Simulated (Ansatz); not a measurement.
# W2C(OH)2 MXene monolayer in a perpendicular field, part 2 of 2

Aim: how the W2C(OH)2 MXene monolayer screens a field along its normal, and what the field does to its bands. A positive field points along +c.

Ansatz 0.2.0; plane-wave DFT, PBE-D3(BJ), Ansatz PAW.

So far. Step 2 (Relaxation): The lattice constant a goes from 3.125 to 2.886 Å.

### 3. Single point, field 0

A sawtooth potential applies the field, turning back in the middle of the vacuum. With the dipole correction the typed value is the field outside the slab. The induced dipole is small, so the SCF threshold is tight.

The cell differs from the one that the last finished run ended in (c 44.244 → 25.658 Å).

File input.yaml:

```yaml
crystal:
  lattice:
    - [2.8860142455, 0.0, 0.0]
    - [-1.4430071228, 2.4993616523, 0.0]
    - [0.0, 0.0, 25.6583724981]
  atoms:
    - { symbol: H, position: [0.3333333333, 0.6666666667, 0.3507626994] }
    - { symbol: O, position: [0.3333333333, 0.6666666667, 0.3891650055] }
    - { symbol: W, position: [0.6666666667, 0.3333333333, 0.4470512458] }
    - { symbol: C, position: [0.0, 0.0, 0.5] }
    - { symbol: W, position: [0.3333333333, 0.6666666667, 0.5529487542] }
    - { symbol: O, position: [0.6666666667, 0.3333333333, 0.6108349945] }
    - { symbol: H, position: [0.6666666667, 0.3333333333, 0.6492373006] }
kpoints:
  mp_grid: { grid: [18, 18, 1] }
  band_path:
    path: [[0, 0, 0], [0.5, 0, 0], [0.33333333, 0.33333333, 0], [0, 0, 0]]
    npoints: 16
hamiltonian:
  xc: pbe
  dispersion: d3bj
scf:
  occupations: { method: fermi_dirac, width: 0.02585 }
  convergence: { dr2_threshold: 1.0e-10 }
efield:
  axis: 3
  dipole_correction: true
  ramp_position: 0.97
  ramp_width: 0.06
  amplitude: 0
output:
  dos: { projected: true, e_range: [-6, 5] }
  write_potential: true
  write_density: true
  volumetric_format: npy
  elf: true
```

Command:

```bash
ansatz run input.yaml --threads 2 --pin off --max-ram 3072MiB --backend cpu --events-out ev --progress --plain --runs-dir out
```

What it wrote:

```text
[...]
Crystal: 7 atoms, lattice volume = 185.079 Å³
Basis set: ecut = 420 eV, 3613 PW (Γ)
Bands: 30, of which v1, the nominal top of the filled ones, is band 23 counted from 1 (22 counted from 0)
Symmetry: 6 space group operations
k-points: 37 of 324 (time reversal used)
[...]
SCF iter   1: F=—  HF=-22186.230989 eV  |F-HF|=—  |Δ(HF+E_count)|=         —  Δρ=9.09e-3  dr2=7.50e-1  ethr=1.77e-3  p=0.000 e·Å  D=3.78e-14 V/Å  ΔV_dip=-0.00 eV  dr2_dipole=2.74e-7  V_vac-E_F(+/−)=1.63/1.63 eV  ⟨swp⟩=7.9  Hψ=5557  notcnv=0  defer=4
efield: sawtooth ramp at fractional position 0.9700 (set: `efield.ramp_position`, or a place that a band, a saddle search or an elastic batch's reference lends), width 0.0600; the density the first Hamiltonian is built on has a dipole p = 0.000 e·Å; the dipole correction subtracts the counter field D = 3.78e-14 V/Å, which shifts the + side's vacuum level by -0.00 eV against the − side's; the planar-averaged density in the ramp window peaks in size at 2.4e-5 e/Å³
[...]
SCF iter   2: F=—  HF=-22186.165614 eV  |F-HF|=—  |Δ(HF+E_count)|=   6.54e-2  Δρ=3.97e-3  dr2=1.03e-1  ethr=1.63e-3  p=-0.000 e·Å  D=-3.21e-6 V/Å  ΔV_dip=0.00 eV  dr2_dipole=6.76e-7  V_vac-E_F(+/−)=2.13/2.13 eV  ⟨swp⟩=2.3  Hψ=1934  notcnv=0  defer=39
[...]
SCF iter  12: F=-22186.154364 eV  HF=-22186.154364 eV  |F-HF|=6.18e-11  |Δ(HF+E_count)|=  8.00e-11  Δρ=3.12e-8  dr2=3.24e-12  ethr=1.00e-12  p=-0.000 e·Å  D=-1.02e-10 V/Å  ΔV_dip=0.00 eV  dr2_dipole=7.81e-15  V_vac-E_F(+/−)=2.50/2.50 eV  ⟨swp⟩=10.2  Hψ=3241  notcnv=0
SCF 1 converged in 12 iterations: F = -22186.154364 eV  dr2 = 3.24e-12
[...]
NSCF: frozen V_eff on 49 k-points
efield: sawtooth ramp at fractional position 0.9700 (kept from the solve that this one continues, or follows in the run), width 0.0600; the density the first Hamiltonian is built on has a dipole p = -0.000 e·Å; the dipole correction subtracts the counter field D = -1.02e-10 V/Å, which shifts the + side's vacuum level by +0.00 eV against the − side's; the planar-averaged density in the ramp window peaks in size at 6.8e-6 e/Å³
WARN: The output density's exchange-correlation potential varies sharply where the density is thin. Do not read a vacuum level from v_tot or v_xc, or from such a field of the output density. On a cell that repeats whose density bears no net charge and no dipole along the vacuum's axis use v_es (v_loc + v_h of the components); under efield.dipole_correction with no amplitude use v_es + v_field, which holds any externa [...]
SCF converged after 12 iterations
Free energy (F): -22186.154364 eV
[...]
Internal energy: -22186.145622 eV  (E = F + TS)
E sigma→0 (E₀):  -22186.149993 eV
Entropy (-TS):   -0.008741 eV (-1.249 meV/atom)
Fermi energy:    3.760653 eV
Dipole field:    D = -0.000000 V/Å  (p = -0.000000 e·Å, saw-weighted, corrected)
Work function:   Φ+ = 2.5013 eV   Φ− = 2.5013 eV
Levels:          The Fermi level and band energies are counted from a zero that moves with the ramp; work functions are not
[...]
--- Band table (eV; the first three rows and the last of 37) ---
  k-point 0: bands = [... 19 lower, 0.5293, 0.5293, 2.2995, 2.2995, 3.7227, 3.7249, 4.0816, 4.1410, ... 3 higher]
  k-point 1: bands = [... 19 lower, 0.3411, 0.4642, 2.1683, 2.3866, 3.6791, 3.7902, 4.0685, 4.1091, ... 3 higher]
  k-point 2: bands = [... 19 lower, 0.1525, 0.3103, 1.8554, 2.6403, 3.4827, 3.8102, 4.1799, 4.2257, ... 3 higher]
  k-point 36: bands = [... 19 lower, -2.1793, 2.6978, 3.5297, 3.5297, 3.9338, 5.1511, 5.1511, 6.9702, ... 3 higher]
```

The job ended after 17 s (2 threads of Arm Neoverse V2, shared host; peak memory 0.52 GiB).

Numbers from this step:

* energy at zero smearing: -22186.1500 eV
* work function, upper face: 2.501 eV
* dipole along the normal: -1.27e-7 e·Å

Running mean over a fixed 2.7 Å (it still follows the layers) of the planar mean; the ramp of the sawtooth is left out. Electron's electrostatic potential energy less the Fermi level against z:

| z (Å) | electron's electrostatic potential energy less the Fermi level (eV) |
| --- | --- |
| 3 | 2.50 |
| 4 | 2.50 |
| 5 | 2.48 |
| 6 | 2.41 |
| 7 | 2.10 |
| 8 | 0.854 |
| 9 | -2.03 |
| 10 | -7.48 |
| 11 | -13.2 |
| 12 | -14.4 |
| 13 | -14.4 |
| 14 | -14.1 |
| 15 | -12.1 |
| 16 | -4.87 |
| 17 | -0.841 |
| 18 | 1.35 |
| 19 | 2.26 |
| 20 | 2.44 |
| 21 | 2.49 |
| 22 | 2.50 |

The density of states has structure finer than the step of the table below, so its rows give means over 0.2 eV. Peaks (eV: height): -5.75: 10.0, -5.50: 7.45, -3.63: 3.68, -1.34: 3.54, 0.07: 7.44, 0.31: 4.01, 0.53: 4.66.

The density of states by energy, zero at the Fermi level; means over each step:

energy (eV), density of states (states/eV a cell) and a bar:
```
     -5.8        7.9 ##############################
     -5.6        6.5 ########################
     -5.4        4.0 ##############
     -5.2        1.4 ###
     -5.0        1.5 ###
     -4.8        1.0 ##
     -4.6        0.9 #
     -4.4        0.7 
     -4.2        0.8 #
     -4.0        0.7 
     -3.8        0.9 #
     -3.6        2.6 ########
     -3.4        2.2 ######
     -3.2        1.2 ##
     -3.0        0.9 #
     -2.8        0.7 
     -2.6        0.7 
     -2.4        0.6 
     -2.2        1.4 ###
     -2.0        1.4 ###
     -1.8        1.1 ##
     -1.6        0.9 #
     -1.4        2.6 ########
     -1.2        2.0 ######
     -1.0        2.2 ######
     -0.8        2.5 ########
     -0.6        1.6 ####
     -0.4        1.2 ##
     -0.2        2.4 #######
      0.0        4.4 ###############
      0.2        2.8 #########
      0.4        3.3 ###########
```

Projected DOS per atom over height of the atomic layer and energy from the Fermi level. Layers: H O W C W O H from below.

Ten even steps from '0' (0.00 states/eV) to '9' (1.90 states/eV), each cell a mean:
```
0051500
0171710
0040400
0020200
0040400
0040400
0041400
0020200
0020200
0020200
0010100
0010100
0011100
0133310
0012100
0010100
0010100
0011100
0021200
0221220
0943490
0956590
```
Columns: height of the atomic layer (Å) from 9 to 16.7 (not evenly spaced); rows upwards: energy from the Fermi level (eV) from -5.96 to 0.52.

Electronic bands along the path, in eV, zero at the Fermi level:

| point | band 20 | band 21 | band 22 | band 23 | band 24 | band 25 | band 26 | band 27 |
| --- | --- | --- | --- | --- | --- | --- | --- | --- |
| Γ | -3.23 | -3.23 | -1.46 | -1.46 | -0.04 | -0.04 | 0.32 | 0.38 |
| halfway | -3.88 | -3.74 | -1.74 | -0.49 | -0.15 | 0.20 | 1.14 | 1.47 |
| M | -5.03 | -3.71 | -1.48 | 1.87 | 2.14 | 2.82 | 2.82 | 2.94 |
| halfway | -5.81 | -2.82 | -0.94 | 0.84 | 1.23 | 1.72 | 2.04 | 3.18 |
| K | -5.94 | -1.06 | -0.23 | -0.23 | 0.17 | 1.39 | 1.39 | 3.21 |
| halfway | -4.84 | -2.48 | -2.46 | -0.96 | 0.13 | 0.92 | 1.27 | 1.52 |
| Γ | -3.23 | -3.23 | -1.46 | -1.46 | -0.04 | -0.04 | 0.32 | 0.38 |

ELF in the ca plane at fractional y = 0.333, with atoms of W and O and H within 0.2 Å of it. It is the smooth field of the valence electrons, not physical close to the nuclei.

Values, 5 rows by 16 columns, each cell a mean:
```
0.04 0.15 0.27 0.60 0.31 0.27 0.24 0.75 0.67 0.27 0.10 0.08 0.02 0.00 0.00 0.00
0.02 0.04 0.42 0.37 0.32 0.22 0.33 0.56 0.91 0.50 0.11 0.09 0.02 0.00 0.00 0.00
0.04 0.15 0.27 0.60 0.31 0.27 0.24 0.75 0.67 0.27 0.10 0.08 0.02 0.00 0.00 0.00
0.15 0.47 0.36 0.29 0.57 0.36 0.31 0.24 0.11 0.05 0.10 0.07 0.02 0.00 0.00 0.00
0.15 0.48 0.36 0.29 0.57 0.36 0.31 0.24 0.11 0.05 0.10 0.07 0.02 0.00 0.00 0.00
```
Columns run along c (16.0 Å, from fractional 0.32 to 0.94 of the cell), rows up along a (2.9 Å). Atoms in or near the plane, at fractional coordinates: W at (0.45, 0.67), O at (0.61, 0.67), H at (0.65, 0.67).

Valence density in the ca plane at fractional y = 0.333, with atoms of W and O and H within 0.2 Å of it. It is the smooth field of the valence electrons, not physical close to the nuclei.

Ten steps, logarithmic in the rise over the least value, from '0' (0.0 e/Å³) to '9' (6.3 e/Å³), each cell a mean:
```
00000000000000000112335787544344445665321000
00000000000000000011247999743333347997641000
00000000000000000001247999743333347998752000
00000000000000000011246999743333346887531000
00000000000000000112335677544444445654310000
00000000000000000123443444445456643332100000
00000000000000001134543344455556653221000000
00000000000000000123443454444455543332100000
```
Columns run along c (16.0 Å, from fractional 0.11 to 0.73 of the cell), rows up along a (2.9 Å). Atoms in or near the plane, at fractional coordinates: W at (0.45, 0.67), O at (0.61, 0.67), H at (0.65, 0.67).

Electrostatic potential energy in the ca plane at fractional y = 0.333, with atoms of W and O and H within 0.2 Å of it. With pseudopotentials it is smooth inside the atoms' cores, unlike the true potential.

Ten even steps from '0' (-50 eV) to '9' (6 eV), each cell a mean:
```
99999999999999999999999998521478998788877999
99999999999999999999999986100058999988412547
99999999999999999999999985000048999998200205
99999999999999999999999996200158999888523668
99999999999999999999999998533578988778878999
99999999999999999999999999877888886567999999
99999999999999999999999999988998875457899999
99999999999999999999999999877888886567999999
```
Columns run along c (16.0 Å, from fractional 0.06 to 0.68 of the cell; values clipped at the 3rd and 97th percentile), rows up along a (2.9 Å). Atoms in or near the plane, at fractional coordinates: W at (0.45, 0.67), O at (0.61, 0.67), H at (0.65, 0.67).

The work function of the upper face is 2.50 eV.

### 4. Single point, field 0.1 V/Å

Changes to input.yaml since step 3:

```diff
@@ -29,5 +29,4 @@
   ramp_width: 0.06
-  amplitude: 0
+  amplitude: 0.1
 output:
-  dos: { projected: true, e_range: [-6, 5] }
   write_potential: true
@@ -35,2 +34 @@
   volumetric_format: npy
-  elf: true
```

What it wrote:

```text
[...]
Crystal: 7 atoms, lattice volume = 185.079 Å³
Basis set: ecut = 420 eV, 3613 PW (Γ)
Bands: 30, of which v1, the nominal top of the filled ones, is band 23 counted from 1 (22 counted from 0)
Symmetry: 6 space group operations
k-points: 37 of 324 (time reversal used)
[...]
k-point 0: bands = [... 19 lower, 0.5266, 0.5266, 2.2970, 2.2970, 3.6999, 3.7415, 4.0791, 4.1385, ... 3 higher]
  k-point 1: bands = [... 19 lower, 0.3385, 0.4616, 2.1658, 2.3841, 3.6737, 3.7895, 4.0659, 4.1066, ... 3 higher]
  k-point 2: bands = [... 19 lower, 0.1499, 0.3077, 1.8529, 2.6378, 3.4800, 3.8074, 4.1748, 4.2232, ... 3 higher]
  k-point 36: bands = [... 19 lower, -2.1817, 2.6952, 3.5254, 3.5288, 3.9312, 5.1476, 5.1496, 6.9645, ... 3 higher]
[key lines of the parts left out:]
SCF converged after 22 iterations
Free energy (F): -22186.156967 eV
Fermi energy:    3.758235 eV
Dipole field:    D = 0.050918 V/Å  (p = 0.052080 e·Å, saw-weighted, corrected)
```

Run time: 21 s. Hardware: 2 threads; peak memory 0.51 GiB.

The dipole is 0.0521 e·Å.

### 5. Single point, field -0.1 V/Å

Changes to input.yaml since step 4:

```diff
@@ -29,3 +29,3 @@
   ramp_width: 0.06
-  amplitude: 0.1
+  amplitude: -0.1
 output:
```

What it wrote:

```text
[...]
Crystal: 7 atoms, lattice volume = 185.079 Å³
Basis set: ecut = 420 eV, 3613 PW (Γ)
Bands: 30, of which v1, the nominal top of the filled ones, is band 23 counted from 1 (22 counted from 0)
Symmetry: 6 space group operations
k-points: 37 of 324 (time reversal used)
[...]
k-point 0: bands = [... 19 lower, 0.5266, 0.5266, 2.2970, 2.2970, 3.6999, 3.7415, 4.0791, 4.1385, ... 3 higher]
  k-point 1: bands = [... 19 lower, 0.3385, 0.4616, 2.1658, 2.3841, 3.6737, 3.7895, 4.0659, 4.1066, ... 3 higher]
  k-point 2: bands = [... 19 lower, 0.1499, 0.3077, 1.8529, 2.6378, 3.4800, 3.8074, 4.1748, 4.2232, ... 3 higher]
  k-point 36: bands = [... 19 lower, -2.1817, 2.6952, 3.5254, 3.5288, 3.9312, 5.1476, 5.1496, 6.9645, ... 3 higher]
[key lines of the parts left out:]
SCF converged after 22 iterations
Free energy (F): -22186.156967 eV
Fermi energy:    3.758244 eV
Dipole field:    D = -0.050913 V/Å  (p = -0.052074 e·Å, saw-weighted, corrected)
```

Wall time 22 s (2 threads); peak memory 0.51 GiB.

The dipole is -0.0521 e·Å.

### 6. Response, atoms held

This step: plane-wave DFT, PBE-D3(BJ), Ansatz PAW; response to a field along the normal, atoms held (Ansatz 0.2.0).

The dipoles give the slope, and the difference of two potentials shows where the field is screened.

This step gave:

```yaml
equivalent_conductor_thickness_p_eps_0ae: 13.06 Å
distance_between_the_outer_atoms: 7.658 Å
```

Dipole of the cell against applied field:

| applied field (V/Å) | dipole of the cell (e·Å) |
| --- | --- |
| -0.1000 | -0.0521 |
| 0.0000 | -1.3e-7 |
| 0.1000 | 0.0521 |

Local field over the applied field, running mean. From the potentials at -0.1 and 0.1 V/Å; running mean over 2.5 Å. The local field over applied field by z:

z (Å), local field over applied field and a bar from the least value:
```
        5      0.919 #############################
        6      0.765 #########################
        7      0.442 ################
        8      0.052 ######
        9     -0.146 
       10     -0.134 #
       11     -0.059 ###
       12     -0.014 ####
       13      0.012 #####
       14     -0.029 ###
       15     -0.081 ##
       16     -0.154 
       17     -0.106 #
       18      0.172 #########
       19      0.571 ####################
       20      0.834 ###########################
       21      0.945 ##############################
```

The induced electron density oscillates, so the rows of the table below give means over 0.5 Å (shorter at the two ends). Its distinct maxima (Å: e/Å³ per V/Å): 7.70: 0.00307, 9.69: 3.6e-4, 10.55: 9.4e-4, 14.40: 0.00120, 15.68: 0.00165, 16.54: 0.00136. Distinct minima: 9.12: -0.00136, 9.98: -0.00165, 11.26: -0.00120, 15.11: -9.4e-4, 15.97: -3.6e-4, 17.96: -0.00307.

Electrons, planar mean, per unit field. The induced electron density by z; means over each step:

| z (Å) | induced electron density (e/Å³ per V/Å) |
| --- | --- |
| 4.5 | 2.2e-4 |
| 5.0 | 3.9e-4 |
| 5.5 | 6.7e-4 |
| 6.0 | 0.00111 |
| 6.5 | 0.00176 |
| 7.0 | 0.00248 |
| 7.5 | 0.00298 |
| 8.0 | 0.00279 |
| 8.5 | 0.00126 |
| 9.0 | -9.4e-4 |
| 9.5 | -3.5e-4 |
| 10.0 | -9.3e-4 |
| 10.5 | 5.8e-4 |
| 11.0 | -5.8e-4 |
| 11.5 | -7.9e-4 |
| 12.0 | -2.0e-5 |
| 12.5 | -7.5e-5 |
| 13.0 | 5.7e-5 |
| 13.5 | 3.7e-6 |
| 14.0 | 4.7e-4 |
| 14.5 | 9.4e-4 |
| 15.0 | -5.0e-4 |
| 15.5 | 6.7e-4 |
| 16.0 | 2.1e-4 |
| 16.5 | 0.00110 |
| 17.0 | -4.7e-4 |
| 17.5 | -0.00250 |
| 18.0 | -0.00302 |
| 18.5 | -0.00268 |
| 19.0 | -0.00199 |
| 19.5 | -0.00129 |
| 20.0 | -7.9e-4 |
| 20.5 | -4.6e-4 |
| 21.0 | -2.7e-4 |
| 21.5 | -1.7e-4 |

By hand: between -0.1 and 0.1 V/Å the dipole changes by 0.1042 e·Å, a slope of 0.5208 e·Å²/V. A perfect conductor of thickness t has p = ε₀AEt, so t = 180.95 × 0.5208 / 7.213 = 13.06 Å (e/ε₀ = 180.95 V·Å, A in Å²).

The induced dipole is that of a conductor 13.06 Å thick.

### 7. Results

```yaml
gap_without_field: none
work_function_upper_face: 2.50 eV
equivalent_conductor_thickness_atoms_held: 13.1 Å
```

What this shows: The induced dipole equals that of a perfect conductor 13.06 Å thick, while the outer atoms lie 7.66 Å apart. There is no gap over 0.03 eV, with or without the field. The main runs have no spin polarisation; a magnetic state could lie lower and would change these results. Spin-orbit coupling is left out, which matters for the bands of elements this heavy. The MXene's terminations sit over the metal atoms of its far layer; the site over carbon or nitrogen, which some compounds prefer, was not run.

[Long decimals in the printed logs are rounded to 6 places.]

[Logs are printed without paths, hosts, clocks, repeated set-up lines and the standing remarks that a program may print on its own settings, such as how far it seeks lower states.]

[Hosts, paths, dates, database ids (printed as entryN), source tags and the programs' standing remarks are cut or masked in the printed files.]

[Maps of the electrostatic potential energy from Ansatz leave out the sawtooth potential of an applied field or a dipole correction, so their vacuum need not be flat; planar profiles and work functions include it.]
